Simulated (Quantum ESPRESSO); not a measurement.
# K2Pt (Fm-3m): from the cell to the phonon bands, part 3 of 3

How does K2Pt (Fm-3m) vibrate, and is this structure a minimum?

Quantum ESPRESSO 7.5; DFT LDA, scalar-relativistic, plane waves, PseudoDojo norm-conserving pseudopotentials.

So far, highest frequency (cm⁻¹): step 7 (dispersion) 161. The relaxed cell has a = 7.273 Å (conventional setting).

## (10) Sum rules set otherwise (asr no)

Without the rule the raw error of the acoustic modes shows.

dynmat.in reads:

```
&INPUT
  fildyn = 'x.dyn1'
  asr    = 'no'
  fileig = 'dynmat.eig'
  lperm  = .true.
/
```

Run with:

```bash
> dynmat.x -in dynmat.in > dynmat.out
```

Numbers of over 12 decimals in the logs are rounded to 6 here.

Log:

```text
[banner, memory and clock lines left out]
Program DYNMAT v.7.5

     Reading Dynamical Matrix from file x.dyn1
     ...Force constants read
     ...epsilon and Z* read
     A direction for q was not specified:TO-LO splitting will be absent

     Polarizability (A^3 units)
     multiply by 0.420740 for Clausius-Mossotti correction
        31.617871   -0.000000   -0.000000
        -0.000000   31.617871   -0.000000
        -0.000000   -0.000000   31.617871

     IR activities are in (D/A)^2/amu units

# mode   [cm-1]    [THz]      IR
    1     -1.60   -0.0481    0.0000
    2     -1.60   -0.0481    0.0000
    3     -1.60   -0.0481    0.0000
    4    102.26    3.0656    1.3472
    5    102.26    3.0656    1.3472
    6    102.26    3.0656    1.3472
    7    126.68    3.7976    0.0000
    8    126.68    3.7976    0.0000
    9    126.68    3.7976    0.0000

Electronic dielectric permittivity tensor (relative, adimensional)
         5.130298   -0.000000   -0.000000
        -0.000000    5.130298   -0.000000
        -0.000000   -0.000000    5.130298

 ... with zone-center polar mode contributions
         7.986796    0.000000   -0.000000
         0.000000    7.986796    0.000000
        -0.000000    0.000000    7.986796

[end of the log left out, with the tail of the file of modes that dynmat.x writes under the same name]
```

Run time: 0.71 s. Hardware: 1 thread of AMD EPYC 9R14 (Zen 4), shared host.

Zone-centre frequencies as printed; negative means imaginary. Modes:

| mode | frequency (cm⁻¹) |
| --- | --- |
| 1 | -1.6 |
| 2 | -1.6 |
| 3 | -1.6 |
| 4 | 102.3 |
| 5 | 102.3 |
| 6 | 102.3 |
| 7 | 126.7 |
| 8 | 126.7 |
| 9 | 126.7 |

Against the first rule no mode moves by more than 1.7 cm⁻¹.

## (11) Sum rules set otherwise: a sum rule for molecules or wires on a crystal

This rule also removes rotations, which suits wires and not a crystal; it is tried to see the harm.

dynmat.in reads:

```
&INPUT
  fildyn = 'x.dyn1'
  asr    = 'one-dim'
  fileig = 'dynmat.eig'
  lperm  = .true.
/
```

Run with:

```bash
> dynmat.x -in dynmat.in > dynmat.out
```

Log:

```text
[banner, memory and clock lines left out]
Program DYNMAT v.7.5

     Reading Dynamical Matrix from file x.dyn1
     ...Force constants read
     ...epsilon and Z* read
asr rotation axis in 1D system=    3
     Acoustic Sum Rule: || Z*(ASR) - Z*(orig)|| =    1.672017E+00
     Acoustic Sum Rule: ||dyn(ASR) - dyn(orig)||=    5.968468E-02
     A direction for q was not specified:TO-LO splitting will be absent

     Polarizability (A^3 units)
     multiply by 0.420740 for Clausius-Mossotti correction
        31.617871   -0.000000   -0.000000
        -0.000000   31.617871   -0.000000
        -0.000000   -0.000000   31.617871

     IR activities are in (D/A)^2/amu units

# mode   [cm-1]    [THz]      IR
    1     -0.00   -0.0000    0.0000
    2      0.00    0.0000    0.0000
    3      0.00    0.0000    0.0000
    4      0.00    0.0000    0.0000
    5    102.26    3.0656    1.3480
    6    102.26    3.0656    1.3480
    7    120.33    3.6074    0.9546
    8    126.68    3.7976    0.0000
    9    126.68    3.7976    0.0000

Electronic dielectric permittivity tensor (relative, adimensional)
         5.130298   -0.000000   -0.000000
        -0.000000    5.130298   -0.000000
        -0.000000   -0.000000    5.130298

 ... with zone-center polar mode contributions
         7.290231   -0.698255   -0.000000
        -0.698255    7.290231    0.000000
         0.000000   -0.000000    7.988486

[end of the log left out, with the tail of the file of modes that dynmat.x writes under the same name]
```

Run time: 0.71 s. Hardware: 1 thread.

The program raised no error, yet the settings are not those of a careful run.

The fault: a sum rule for molecules or wires on a crystal; 1 optical mode is projected out to zero frequency, as if it were a rotation, and the static dielectric tensor is spoilt.

For a crystal the rule has to be 'simple' or 'crystal'.

Zone-centre frequencies as printed; negative means imaginary. Modes:

| mode | frequency (cm⁻¹) |
| --- | --- |
| 1 | 0 |
| 2 | 0 |
| 3 | 0 |
| 4 | 0 |
| 5 | 102.3 |
| 6 | 102.3 |
| 7 | 120.3 |
| 8 | 126.7 |
| 9 | 126.7 |

## (12) Modes along a direction of q (1 0 0)

A longitudinal polar mode sets up a macroscopic field that stiffens it; the term hangs on the direction from which q goes to zero.

dynmat.in reads:

```
&INPUT
  fildyn = 'x.dyn1'
  asr    = 'simple'
  fileig = 'dynmat.eig'
  q(1)   = 1.0
  q(2)   = 0.0
  q(3)   = 0.0
/
```

Run with:

```bash
> dynmat.x -in dynmat.in > dynmat.out
```

Log:

```text
[banner, memory and clock lines left out]
Program DYNMAT v.7.5

     Reading Dynamical Matrix from file x.dyn1
     ...Force constants read
     ...epsilon and Z* read

     Polarizability (A^3 units)
     multiply by 0.420740 for Clausius-Mossotti correction
        31.617871   -0.000000   -0.000000
        -0.000000   31.617871   -0.000000
        -0.000000   -0.000000   31.617871

     IR activities are in (D/A)^2/amu units

# mode   [cm-1]    [THz]      IR
    1     -0.00   -0.0000    0.0000
    2      0.00    0.0000    0.0000
    3      0.00    0.0000    0.0000
    4    102.28    3.0661    1.3480
    5    102.28    3.0661    1.3480
    6    126.69    3.7982    0.0000
    7    126.69    3.7982    0.0000
    8    126.69    3.7982    0.0000
    9    127.62    3.8258    1.3480

[end of the log left out, with the tail of the file of modes that dynmat.x writes under the same name]
```

Run time: 0.72 s. Hardware: 1 thread.

This step gave:

* highest mode moved by the LO-TO term: 127.6 cm⁻¹

Zone-centre frequencies as printed; negative means imaginary. Modes:

| mode | frequency (cm⁻¹) |
| --- | --- |
| 1 | 0 |
| 2 | 0 |
| 3 | 0 |
| 4 | 102.3 |
| 5 | 102.3 |
| 6 | 126.7 |
| 7 | 126.7 |
| 8 | 126.7 |
| 9 | 127.6 |

The field moves one mode, from 102 to 128 cm⁻¹; the others stay.

## (13) The dispersion under another sum rule (asr all)

The sum rule corrects the force constants themselves, so it can shift branches at any wavevector, low ones most.

matdyn.in reads:

```
&INPUT
  asr              = 'all'
  flfrc            = 'x.fc'
  flfrq            = 'x.freq'
  flvec            = 'x.modes'
  q_in_band_form   = .true.
  q_in_cryst_coord = .true.
/
8
  0.0000000   0.0000000   0.0000000   8  ! GAMMA
 -0.0000000   0.5000000   0.5000000   8  ! X
 -0.0000000   0.6250000   0.3750000   1  ! U
 -0.3750000   0.3750000   0.0000000   8  ! K
  0.0000000   0.0000000   0.0000000   8  ! GAMMA
 -0.0000000   0.5000000   0.0000000   8  ! L
 -0.2500000   0.5000000   0.2500000   8  ! W
 -0.0000000   0.5000000   0.5000000   1  ! X
```

Run with:

```bash
> matdyn.x -in matdyn.in > matdyn.out
```

Log:

```text
[banner, memory and clock lines left out]
Program MATDYN v.7.5

 mass for atomic type   1 not given; uses mass from file x.fc
 mass for atomic type   2 not given; uses mass from file x.fc

     WARNING: To use asr = 'all' for infrared-active solids, i.e., solids with nonzero
     Born effective charge, one must set read_lr = .true. in the matdyn.x input. Also,
     the flfrc file must have been constructed with write_lr = .true. in the q2r.x input.
     If the system is infrared inactive and you have nonzero Born effective charge due to
     numerical noise, you can ignore this warning.

 Norm of the difference between old and new effective charges:    1.6141e-16

 Huang before:    1   1   1   2,   residual stress:   1.2254e-12
 Huang before:    1   1   1   3,   residual stress:   1.2254e-12
 Huang before:    1   1   2   2,   residual stress:  -0.000000
 Huang before:    1   1   2   3,   residual stress:   3.3118e-12
 Huang before:    1   1   3   3,   residual stress:   0.000000
 Huang before:    1   2   1   3,   residual stress:  -0.000000
 Huang before:    1   2   2   2,   residual stress:  -1.2254e-12
 Huang before:    1   2   2   3,   residual stress:  -0.000000
 Huang before:    1   2   3   3,   residual stress:   3.3118e-12
 Huang before:    1   3   2   2,   residual stress:   3.3118e-12
 Huang before:    1   3   2   3,   residual stress:   0.000000
 Huang before:    1   3   3   3,   residual stress:  -1.2254e-12
 Huang before:    2   2   2   3,   residual stress:  -1.2254e-12
 Huang before:    2   2   3   3,   residual stress:   0.000000
 Huang before:    2   3   3   3,   residual stress:   1.2254e-12

 Norm of the difference between old and new force-constants:   1.20428e-05

   You are using asr="all", please consider citing C. Lin, S. Ponc\'e and N. Marzari, npj Comput Mater 8, 236 (2022).
```

It took 0.77 s on 1 thread.

At the labelled points the branches move by no more than 0.1 cm⁻¹. The log warns that this rule wants the long-range part of the force constants stored apart (write_lr, read_lr) in a polar crystal, which was not done.

## (14) Outcome

```yaml
space_group_after_relaxation: Fm-3m
volume_per_atom: 32.1 Å³
gap_on_the_k_mesh: 1.53 eV
highest_optical_zone_centre_mode_no_lo_to_term: 126.7 cm⁻¹
lowest_optical_zone_centre_mode: 102.3 cm⁻¹
highest_mode_moved_by_the_lo_to_term: 127.6 cm⁻¹
mean_high_frequency_dielectric_constant: 5.13
largest_born_charge_in_size_third_of_the_trace: 1.81 e
mean_static_dielectric_constant: 7.99
q_mesh: 2×2×2
lowest_mode_on_the_q_mesh_acoustic_ones_at_the_zone_centre_apart: 35.4 cm⁻¹
zero_point_energy_per_atom: 17.1 meV
heat_capacity_at_300_k: 24.5 J/(mol atoms K)
vibrational_entropy_at_300_k: 48.3 J/(mol atoms K)
imaginary_modes_on_the_q_mesh: none
```

K2Pt (Fm-3m) is dynamically stable on the 2×2×2 mesh; its spectrum reaches 161 cm⁻¹. At the LDA level the optical modes of K2Pt (Fm-3m) at the zone centre (no LO-TO term) run from 102 to 127 cm⁻¹. Along the directions run, the highest mode that the macroscopic field moves lies at 128 cm⁻¹. Lattice motion raises the mean dielectric constant from 5.130 to 7.987. Of the 6 optical modes, 3 are infrared active alone and 3 are Raman active alone; inversion symmetry keeps the two sets apart. These are harmonic frequencies at zero temperature: anharmonic shifts and linewidths and thermal expansion are left out. Spin-orbit coupling is left out, which can matter for the heavy elements here. The structure comes from a database and need not be the phase that is stable at ambient conditions.

[Host names and launcher messages were left out of these logs when they were recorded.]

[Logs are printed without paths, hosts, clocks, repeated set-up lines and the standing remarks that a program may print on its own settings, such as how far it seeks lower states.]

[Hosts, paths, dates, database ids (printed as entryN), source tags and the programs' standing remarks are cut or masked in the printed files.]
